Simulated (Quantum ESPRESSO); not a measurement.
# Ta(110), 5 layers: solver and mixing choices, part 2 of 3

Aim: which eigensolver and mixing brings Ta(110), 5 layers to self-consistency fastest, and whether the result stays the same.

Quantum ESPRESSO 7.5; plane-wave DFT, PBE, SG15 norm-conserving pseudopotentials.

So far. Step 2 (Ground state: david, local-TF mixing, beta 0.4, history …): Inside the slab this potential holds the local part of the pseudopotentials, which can be repulsive at the nuclei; only its value in the vacuum has a meaning of its own. Step 3 (Ground state: david, plain mixing, beta 0.4, history 8): Counted from each run's own zero (the Fermi level), the vacuum level differs from the first run's by +1 meV.

## Step 4: SCF with pw.x: david, plain mixing, beta 0.7, history 8

Contents of c2.in:

```
&control
  prefix = 'c2'
  outdir = './out'
  pseudo_dir = './pseudo'
  calculation = 'scf'
  tprnfor = .true.
/
&system
  ibrav = 0
  nat = 5
  ntyp = 1
  ecutwfc = 60
  ecutrho = 240
  occupations = 'smearing'
  smearing = 'mv'
  degauss = 0.02
  assume_isolated = 'esm'
  esm_bc = 'bc1'
/
&electrons
  conv_thr = 1e-07
  mixing_beta = 0.7
  electron_maxstep = 80
  mixing_mode = 'plain'
  diagonalization = 'david'
  mixing_ndim = 8
/
ATOMIC_SPECIES
  Ta  180.9479  Ta_ONCV_PBE-1.2.upf
CELL_PARAMETERS angstrom
  2.34052344572747 -1.65500000000000 0.00000000000000
  2.34052344572747 1.65500000000000 0.00000000000000
  0.00000000000000 0.00000000000000 25.36209378290989
ATOMIC_POSITIONS crystal
  Ta  0.000000000000 0.000000000000 -0.184568629527
  Ta  0.500000000000 0.500000000000 -0.092284314764
  Ta  0.000000000000 0.000000000000 0.000000000000
  Ta  0.500000000000 0.500000000000 0.092284314764
  Ta  0.000000000000 0.000000000000 0.184568629527
K_POINTS automatic
  10 10 1 0 0 0
```

On the command line:

```
$ OMP_NUM_THREADS=1 mpirun -n 4 pw.x -nk 4 -in c2.in > c2.out
```

Log:

```text
[banner, memory and clock lines left out]
Program PWSCF v.7.5 starts
[...]
Message from routine setup:
[...]
number of electrons       =       135.00
     number of Kohn-Sham states=           82
     kinetic-energy cutoff     =      60.0000  Ry
     charge density cutoff     =     240.0000  Ry
[...]
number of k points=    31  Marzari-Vanderbilt smearing, width (Ry)=  0.0200
[...]
Dense  grid:    83415 G-vectors     FFT dimensions: (  27,  27, 240)
[...]
negative rho (up, down):  4.244E-04 0.000E+00
     Starting wfcs are random
[...]
estimated scf accuracy    <       2.86577799 Ry
[...]
estimated scf accuracy    <    1694.58894827 Ry
[...]
estimated scf accuracy    <      64.52451129 Ry
[...]
estimated scf accuracy    <       2.36326660 Ry
[...]
estimated scf accuracy    <       0.31533379 Ry
[...]
estimated scf accuracy    <       0.59593516 Ry
[...]
estimated scf accuracy    <       0.09716613 Ry
[...]
estimated scf accuracy    <       0.01566380 Ry
[...]
estimated scf accuracy    <       0.01277094 Ry
[...]
estimated scf accuracy    <       0.00611955 Ry
[...]
negative rho (up, down):  1.023E-04 0.000E+00
[...]
estimated scf accuracy    <       0.00452750 Ry
[...]
estimated scf accuracy    <       0.00399783 Ry
[...]
estimated scf accuracy    <       0.01298350 Ry
[...]
estimated scf accuracy    <       0.00066017 Ry
[...]
estimated scf accuracy    <       0.00107956 Ry
[...]
estimated scf accuracy    <       0.00016283 Ry
[...]
estimated scf accuracy    <       0.00010133 Ry
[...]
negative rho (up, down):  7.364E-06 0.000E+00
[...]
estimated scf accuracy    <       0.00003359 Ry
[...]
estimated scf accuracy    <       0.00000046 Ry
[...]
estimated scf accuracy    <       0.00000433 Ry
[...]
estimated scf accuracy    <       0.00000139 Ry
[...]
the Fermi energy is    -4.8284 ev
!    total energy              =   -2483.13877648 Ry
     estimated scf accuracy    <       0.00000006 Ry
     smearing contrib. (-TS)   =       0.00223989 Ry
     internal energy E=F+TS    =   -2483.14101637 Ry
[...]
one-electron contribution =   59485.74296953 Ry
     hartree contribution      =  -29747.52862711 Ry
     xc contribution           =    -202.69598901 Ry
     ewald contribution        =  -32018.65936977 Ry
     convergence has been achieved in  22 iterations
[...]
Total force =     0.035701     Total SCF correction =     0.002722
[...]
```

The job ended after 13 min (4 MPI ranks of Arm Neoverse V1, shared host; peak memory 1.1 GiB; 53 min of CPU time).

The program's own clock; routines nest. Time by routine:

| routine | wall time (s) | calls |
| --- | --- | --- |
| PWSCF | 791.3 | 1 |
| electrons | 784.6 | 1 |
| c_bands | 749.9 | 22 |
| cegterg | 678.3 | 207 |
| h_psi | 429.8 | 2512 |
| fftw | 326.4 | 175950 |
| vloc_psi | 319.4 | 2512 |
| calbec | 55.48 | 2544 |
| h_psi:calbec | 53.85 | 2512 |
| add_vuspsi | 53.68 | 2512 |
| sum_band | 32.82 | 22 |
| cdiaghg | 19.36 | 2495 |
| init_run | 4.69 | 1 |
| wfcinit | 4.42 | 1 |

Counted from each run's own zero (the Fermi level), the vacuum level differs from the first run's by +1 meV.

## Step 5: Ground state: david, TF mixing, beta 0.4, history 8

c3.in, as its differences from the input of step 4:

```diff
@@ -1,3 +1,3 @@
 &control
-  prefix = 'c2'
+  prefix = 'c3'
   outdir = './out'
@@ -21,5 +21,5 @@
   conv_thr = 1e-07
-  mixing_beta = 0.7
+  mixing_beta = 0.4
   electron_maxstep = 80
-  mixing_mode = 'plain'
+  mixing_mode = 'TF'
   diagonalization = 'david'
```

On the command line:

```
$ OMP_NUM_THREADS=1 mpirun -n 4 pw.x -nk 4 -in c3.in > c3.out
```

Log:

```text
[banner, memory and clock lines left out]
Program PWSCF v.7.5 starts
[...]
Message from routine setup:
[...]
number of electrons       =       135.00
     number of Kohn-Sham states=           82
     kinetic-energy cutoff     =      60.0000  Ry
     charge density cutoff     =     240.0000  Ry
[...]
number of k points=    31  Marzari-Vanderbilt smearing, width (Ry)=  0.0200
[...]
Dense  grid:    83415 G-vectors     FFT dimensions: (  27,  27, 240)
[...]
negative rho (up, down):  4.244E-04 0.000E+00
     Starting wfcs are random
[...]
negative rho (up, down):  9.703E-05 0.000E+00
[...]
estimated scf accuracy    <       2.86577799 Ry
[...]
negative rho (up, down):  6.293E-05 0.000E+00
[...]
estimated scf accuracy    <       0.83158917 Ry
[...]
negative rho (up, down):  1.372E-05 0.000E+00
[...]
estimated scf accuracy    <       0.07138818 Ry
[...]
negative rho (up, down):  1.210E-05 0.000E+00
[...]
estimated scf accuracy    <       0.17400716 Ry
[...]
negative rho (up, down):  2.867E-06 0.000E+00
[...]
estimated scf accuracy    <       0.14235949 Ry
[...]
negative rho (up, down):  7.872E-07 0.000E+00
[...]
estimated scf accuracy    <       0.03782209 Ry
[...]
estimated scf accuracy    <       0.02424440 Ry
[...]
estimated scf accuracy    <       0.02334167 Ry
[...]
estimated scf accuracy    <       0.02038430 Ry
[...]
estimated scf accuracy    <       0.01477535 Ry
[...]
estimated scf accuracy    <       0.00213813 Ry
[...]
negative rho (up, down):  2.926E-03 0.000E+00
[...]
estimated scf accuracy    <       0.00114262 Ry
[...]
negative rho (up, down):  4.879E-03 0.000E+00
[...]
estimated scf accuracy    <       0.00108933 Ry
[...]
negative rho (up, down):  9.498E-03 0.000E+00
[...]
estimated scf accuracy    <       0.00095109 Ry
[...]
negative rho (up, down):  1.154E-02 0.000E+00
[...]
estimated scf accuracy    <       0.00071512 Ry
[...]
negative rho (up, down):  1.168E-02 0.000E+00
[...]
estimated scf accuracy    <       0.00058723 Ry
[...]
negative rho (up, down):  1.394E-02 0.000E+00
[...]
estimated scf accuracy    <       0.00051879 Ry
[...]
negative rho (up, down):  1.156E-02 0.000E+00
[...]
estimated scf accuracy    <       0.00037302 Ry
[...]
negative rho (up, down):  1.199E-02 0.000E+00
[...]
estimated scf accuracy    <       0.00043664 Ry
[...]
negative rho (up, down):  1.004E-02 0.000E+00
[...]
estimated scf accuracy    <       0.00025080 Ry
[...]
negative rho (up, down):  8.323E-03 0.000E+00
[...]
estimated scf accuracy    <       0.00015264 Ry
[...]
negative rho (up, down):  7.151E-03 0.000E+00
[...]
estimated scf accuracy    <       0.00009360 Ry
[...]
negative rho (up, down):  5.290E-03 0.000E+00
[...]
estimated scf accuracy    <       0.00005489 Ry
[...]
negative rho (up, down):  3.889E-03 0.000E+00
[...]
estimated scf accuracy    <       0.00002295 Ry
[...]
negative rho (up, down):  2.715E-03 0.000E+00
[...]
estimated scf accuracy    <       0.00001260 Ry
[...]
negative rho (up, down):  2.188E-03 0.000E+00
[...]
estimated scf accuracy    <       0.00000398 Ry
[...]
negative rho (up, down):  1.776E-03 0.000E+00
[...]
estimated scf accuracy    <       0.00000161 Ry
[...]
negative rho (up, down):  1.337E-03 0.000E+00
[...]
estimated scf accuracy    <       0.00000098 Ry
[...]
negative rho (up, down):  7.194E-04 0.000E+00
[...]
estimated scf accuracy    <       0.00000060 Ry
[...]
negative rho (up, down):  3.892E-04 0.000E+00
[...]
estimated scf accuracy    <       0.00000034 Ry
[...]
negative rho (up, down):  9.440E-05 0.000E+00
[...]
estimated scf accuracy    <       0.00000017 Ry
[...]
the Fermi energy is    -4.8303 ev
!    total energy              =   -2483.13877657 Ry
     estimated scf accuracy    <       0.00000006 Ry
     smearing contrib. (-TS)   =       0.00223996 Ry
     internal energy E=F+TS    =   -2483.14101654 Ry
[...]
one-electron contribution =   59485.69424333 Ry
     hartree contribution      =  -29747.47962500 Ry
     xc contribution           =    -202.69626509 Ry
     ewald contribution        =  -32018.65936977 Ry
     convergence has been achieved in  32 iterations
[...]
Total force =     0.035966     Total SCF correction =     0.001172
[...]
```

The job ended after 13 min (4 MPI ranks; peak memory 1.1 GiB).

Read from the output:

| Quantity | Value |
| --- | --- |
| Fermi energy | -4.830 eV |
| vacuum line at the lower end of the cell, over the Fermi level | 4.830 eV |
| vacuum line at the upper end of the cell, over the Fermi level | 4.830 eV |

The program's own clock; routines nest. Time by routine:

| routine | wall time (s) | calls |
| --- | --- | --- |
| PWSCF | 751.4 | 1 |
| electrons | 744.7 | 1 |
| c_bands | 696.6 | 32 |
| cegterg | 632.6 | 272 |
| h_psi | 408.4 | 2779 |
| fftw | 319.9 | 177826 |
| vloc_psi | 300.4 | 2779 |
| calbec | 53.97 | 2811 |
| h_psi:calbec | 52.33 | 2779 |
| add_vuspsi | 52.25 | 2779 |
| sum_band | 45.16 | 32 |
| cdiaghg | 20.28 | 2762 |
| init_run | 4.73 | 1 |
| wfcinit | 4.46 | 1 |

Counted from each run's own zero (the Fermi level), the vacuum level differs from the first run's by +3 meV.

## Step 6: Self-consistent run: david, local-TF mixing, beta 0.7, history 8

c4.in, as its differences from the input of step 5:

```diff
@@ -1,3 +1,3 @@
 &control
-  prefix = 'c3'
+  prefix = 'c4'
   outdir = './out'
@@ -21,5 +21,5 @@
   conv_thr = 1e-07
-  mixing_beta = 0.4
+  mixing_beta = 0.7
   electron_maxstep = 80
-  mixing_mode = 'TF'
+  mixing_mode = 'local-TF'
   diagonalization = 'david'
```

On the command line:

```
$ OMP_NUM_THREADS=1 mpirun -n 4 pw.x -nk 4 -in c4.in > c4.out
```

Log:

```text
[banner, memory and clock lines left out]
Program PWSCF v.7.5 starts
[...]
Message from routine setup:
[...]
number of electrons       =       135.00
     number of Kohn-Sham states=           82
     kinetic-energy cutoff     =      60.0000  Ry
     charge density cutoff     =     240.0000  Ry
[...]
number of k points=    31  Marzari-Vanderbilt smearing, width (Ry)=  0.0200
[...]
Dense  grid:    83415 G-vectors     FFT dimensions: (  27,  27, 240)
[...]
negative rho (up, down):  4.244E-04 0.000E+00
     Starting wfcs are random
[...]
negative rho (up, down):  1.969E-05 0.000E+00
[...]
estimated scf accuracy    <       2.86577799 Ry
[...]
estimated scf accuracy    <       0.12231834 Ry
[...]
estimated scf accuracy    <       0.01676322 Ry
[...]
estimated scf accuracy    <       0.01163301 Ry
[...]
estimated scf accuracy    <       0.00296357 Ry
[...]
estimated scf accuracy    <       0.00361861 Ry
[...]
estimated scf accuracy    <       0.00080456 Ry
[...]
estimated scf accuracy    <       0.00031705 Ry
[...]
negative rho (up, down):  1.322E-04 0.000E+00
[...]
estimated scf accuracy    <       0.00003946 Ry
[...]
negative rho (up, down):  4.603E-06 0.000E+00
[...]
estimated scf accuracy    <       0.00001434 Ry
[...]
estimated scf accuracy    <       0.00000297 Ry
[...]
the Fermi energy is    -4.8267 ev
!    total energy              =   -2483.13877613 Ry
     estimated scf accuracy    <       0.00000008 Ry
     smearing contrib. (-TS)   =       0.00224092 Ry
     internal energy E=F+TS    =   -2483.14101705 Ry
[...]
one-electron contribution =   59485.71559943 Ry
     hartree contribution      =  -29747.50099932 Ry
     xc contribution           =    -202.69624740 Ry
     ewald contribution        =  -32018.65936977 Ry
     convergence has been achieved in  12 iterations
[...]
Total force =     0.035510     Total SCF correction =     0.002375
[...]
```

It took 8.8 min on 4 MPI ranks; peak memory 1.1 GiB.

This step gave:

| Property | Result |
| --- | --- |
| Fermi energy | -4.827 eV |
| vacuum line at the lower end of the cell, over the Fermi level | 4.827 eV |
| vacuum line at the upper end of the cell, over the Fermi level | 4.827 eV |

The program's own clock; routines nest. Time by routine:

| routine | wall time (s) | calls |
| --- | --- | --- |
| PWSCF | 525.9 | 1 |
| electrons | 519.2 | 1 |
| c_bands | 496.7 | 12 |
| cegterg | 444 | 112 |
| h_psi | 278.4 | 1590 |
| fftw | 207.4 | 115138 |
| vloc_psi | 206.2 | 1590 |
| calbec | 36.96 | 1622 |
| h_psi:calbec | 35.33 | 1590 |
| add_vuspsi | 35.21 | 1590 |
| sum_band | 16.6 | 12 |
| cdiaghg | 12.78 | 1573 |
| mix_rho | 5.02 | 12 |
| init_run | 4.73 | 1 |

Counted from each run's own zero (the Fermi level), the vacuum level differs from the first run's by -1 meV.

## Step 7: SCF with pw.x: david, local-TF mixing, beta 0.2, history 8

c5.in, as its differences from the input of step 6:

```diff
@@ -1,3 +1,3 @@
 &control
-  prefix = 'c4'
+  prefix = 'c5'
   outdir = './out'
@@ -21,3 +21,3 @@
   conv_thr = 1e-07
-  mixing_beta = 0.7
+  mixing_beta = 0.2
   electron_maxstep = 80
```

On the command line:

```
$ OMP_NUM_THREADS=1 mpirun -n 4 pw.x -nk 4 -in c5.in > c5.out
```

Log:

```text
[banner, memory and clock lines left out]
Program PWSCF v.7.5 starts
[...]
Message from routine setup:
[...]
number of electrons       =       135.00
     number of Kohn-Sham states=           82
     kinetic-energy cutoff     =      60.0000  Ry
     charge density cutoff     =     240.0000  Ry
[...]
number of k points=    31  Marzari-Vanderbilt smearing, width (Ry)=  0.0200
[...]
Dense  grid:    83415 G-vectors     FFT dimensions: (  27,  27, 240)
[...]
negative rho (up, down):  4.244E-04 0.000E+00
     Starting wfcs are random
[...]
negative rho (up, down):  6.711E-06 0.000E+00
[...]
estimated scf accuracy    <       2.86577799 Ry
[...]
negative rho (up, down):  2.194E-04 0.000E+00
[...]
estimated scf accuracy    <       1.79788625 Ry
[...]
negative rho (up, down):  1.153E-04 0.000E+00
[...]
estimated scf accuracy    <       0.22515840 Ry
[...]
negative rho (up, down):  3.181E-06 0.000E+00
[...]
estimated scf accuracy    <       0.10374827 Ry
[...]
negative rho (up, down):  1.181E-06 0.000E+00
[...]
estimated scf accuracy    <       0.22578228 Ry
[...]
negative rho (up, down):  5.037E-07 0.000E+00
[...]
estimated scf accuracy    <       0.01468314 Ry
[...]
estimated scf accuracy    <       0.02022693 Ry
[...]
estimated scf accuracy    <       0.01272140 Ry
[...]
estimated scf accuracy    <       0.00475635 Ry
[...]
negative rho (up, down):  3.344E-07 0.000E+00
[...]
estimated scf accuracy    <       0.00549156 Ry
[...]
negative rho (up, down):  3.840E-07 0.000E+00
[...]
estimated scf accuracy    <       0.00268242 Ry
[...]
negative rho (up, down):  2.281E-07 0.000E+00
[...]
estimated scf accuracy    <       0.00380438 Ry
[...]
negative rho (up, down):  3.160E-07 0.000E+00
[...]
estimated scf accuracy    <       0.00241449 Ry
[...]
negative rho (up, down):  2.547E-04 0.000E+00
[...]
estimated scf accuracy    <       0.00136573 Ry
[...]
estimated scf accuracy    <       0.00403526 Ry
[...]
estimated scf accuracy    <       0.00065198 Ry
[...]
negative rho (up, down):  4.618E-06 0.000E+00
[...]
estimated scf accuracy    <       0.00031523 Ry
[...]
negative rho (up, down):  4.561E-07 0.000E+00
[...]
estimated scf accuracy    <       0.00004385 Ry
[...]
negative rho (up, down):  6.517E-07 0.000E+00
[...]
estimated scf accuracy    <       0.00005155 Ry
[...]
estimated scf accuracy    <       0.00009609 Ry
[...]
negative rho (up, down):  2.770E-07 0.000E+00
[...]
estimated scf accuracy    <       0.00015153 Ry
[...]
negative rho (up, down):  9.694E-07 0.000E+00
[...]
estimated scf accuracy    <       0.00011466 Ry
[...]
negative rho (up, down):  5.230E-06 0.000E+00
[...]
estimated scf accuracy    <       0.00010521 Ry
[...]
negative rho (up, down):  1.205E-06 0.000E+00
[...]
estimated scf accuracy    <       0.00008424 Ry
[...]
negative rho (up, down):  5.090E-08 0.000E+00
[...]
estimated scf accuracy    <       0.00007003 Ry
[...]
negative rho (up, down):  5.255E-08 0.000E+00
[...]
estimated scf accuracy    <       0.00005112 Ry
[...]
estimated scf accuracy    <       0.00005065 Ry
[...]
negative rho (up, down):  2.691E-05 0.000E+00
[...]
estimated scf accuracy    <       0.00000932 Ry
[...]
negative rho (up, down):  1.017E-06 0.000E+00
[...]
estimated scf accuracy    <       0.00002707 Ry
[...]
negative rho (up, down):  1.022E-05 0.000E+00
[...]
estimated scf accuracy    <       0.00001089 Ry
[...]
negative rho (up, down):  5.608E-06 0.000E+00
[...]
estimated scf accuracy    <       0.00000050 Ry
[...]
negative rho (up, down):  7.959E-06 0.000E+00
[...]
estimated scf accuracy    <       0.00000048 Ry
[...]
negative rho (up, down):  1.017E-06 0.000E+00
[...]
estimated scf accuracy    <       0.00000048 Ry
[...]
negative rho (up, down):  1.571E-06 0.000E+00
[...]
estimated scf accuracy    <       0.00000064 Ry
[...]
negative rho (up, down):  2.046E-06 0.000E+00
[...]
estimated scf accuracy    <       0.00000261 Ry
[...]
negative rho (up, down):  1.540E-06 0.000E+00
[...]
estimated scf accuracy    <       0.00000219 Ry
[...]
negative rho (up, down):  4.107E-05 0.000E+00
[...]
estimated scf accuracy    <       0.00000297 Ry
[...]
negative rho (up, down):  5.049E-05 0.000E+00
[...]
estimated scf accuracy    <       0.00000035 Ry
[...]
negative rho (up, down):  2.491E-05 0.000E+00
[...]
estimated scf accuracy    <       0.00000046 Ry
[...]
negative rho (up, down):  3.808E-05 0.000E+00
[...]
estimated scf accuracy    <       0.00000038 Ry
[...]
negative rho (up, down):  3.765E-05 0.000E+00
[...]
estimated scf accuracy    <       0.00000031 Ry
[...]
negative rho (up, down):  1.982E-05 0.000E+00
[...]
estimated scf accuracy    <       0.00000020 Ry
[...]
negative rho (up, down):  1.333E-05 0.000E+00
[...]
estimated scf accuracy    <       0.00000046 Ry
[...]
the Fermi energy is    -4.8254 ev
!    total energy              =   -2483.13877653 Ry
     estimated scf accuracy    <       0.00000003 Ry
     smearing contrib. (-TS)   =       0.00224046 Ry
     internal energy E=F+TS    =   -2483.14101699 Ry
[...]
one-electron contribution =   59485.73404280 Ry
     hartree contribution      =  -29747.51922844 Ry
     xc contribution           =    -202.69646158 Ry
     ewald contribution        =  -32018.65936977 Ry
     convergence has been achieved in  44 iterations
[...]
Total force =     0.035481     Total SCF correction =     0.002484
[...]
```

Wall time 16 min (4 MPI ranks); peak memory 1.1 GiB; 65 min of CPU time.

Read from the output:

```
Fermi energy                                                   : -4.825 eV
vacuum line at the lower end of the cell, over the Fermi level : 4.825 eV
vacuum line at the upper end of the cell, over the Fermi level : 4.825 eV
```

The program's own clock; routines nest. Time by routine:

| routine | wall time (s) | calls |
| --- | --- | --- |
| PWSCF | 980.7 | 1 |
| electrons | 974 | 1 |
| c_bands | 887.1 | 44 |
| cegterg | 808 | 365 |
| h_psi | 527.6 | 2747 |
| fftw | 418.6 | 233252 |
| vloc_psi | 390 | 2747 |
| calbec | 68.23 | 2779 |
| h_psi:calbec | 66.61 | 2747 |
| add_vuspsi | 66.52 | 2747 |
| sum_band | 61.08 | 44 |
| mix_rho | 22.5 | 44 |
| cdiaghg | 20.99 | 2730 |
| ffts | 14.14 | 4883 |

Counted from each run's own zero (the Fermi level), the vacuum level differs from the first run's by -2 meV.

[end of part 2 of 3]

[Logs are printed without paths, hosts, clocks, repeated set-up lines and the standing remarks that a program may print on its own settings, such as how far it seeks lower states.]

[Hosts, paths, dates, database ids (printed as entryN), source tags and the programs' standing remarks are cut or masked in the printed files.]

[Maps of the electrostatic potential energy from Ansatz leave out the sawtooth potential of an applied field or a dipole correction, so their vacuum need not be flat; planar profiles and work functions include it.]
